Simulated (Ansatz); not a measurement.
In doubt: masses and optical values from hybrid runs of this build are listed as unsure, which bears on the screening that GW takes from such a start; one-shot GW on d or f shells is unsure, so the values of those runs are not to be relied on.

Rows from a G0W0 calculation on FeSi (Fersilicite) (Ansatz 0.2.0; G0W0 on PBE0, plane waves, PAW; 4×4×4 mesh, 705 empty bands, screening to 230 eV), in eV. Spin-orbit coupling is left out.

The database entry behind the starting cell differs from later determinations by our own check (about 0.5 % short), so it need not match the best structure at ambient conditions.

```csv
row,Σx,Σc,Vxc,Z
A,-28.38,2.68,-26.82,0.75
B,-35.14,4.85,-31.99,0.71
C,-24.39,-4.39,-28.91,0.73
D,-24.16,-4.71,-28.96,0.72
E,-34.09,4.53,-31.17,0.72
F,-23.37,-4.85,-28.24,0.72
```

Which rows are filled states and which are empty ones, and how can one tell?

Filled: A, B and E. Empty: C, D and F. The sign of Σc tells: for a filled state bare exchange, which holds its interaction with itself, lies below Vxc (Σx − Vxc is -1.6 eV or lower here) and screening gives part back as a positive Σc. For an empty state Σx lies above Vxc (+4.5 eV or more) and the Coulomb hole leaves Σc negative.

[Paths, hosts, dates, memory and timing lines, banners, echoed tables and standing remarks are left out of the program output.]

[Logs are printed without paths, hosts, clocks, repeated set-up lines and the standing remarks that a program may print on its own settings, such as how far it seeks lower states.]

[Runs of the session that timed out or met a known fault of the program may be left out.]

[Cells called generated may have been cut or substituted from an entry of the Crystallography Open Database or the Materials Project.]

[Hosts, paths, dates, database ids (printed as entryN), source tags and the programs' standing remarks are cut or masked in the printed files.]
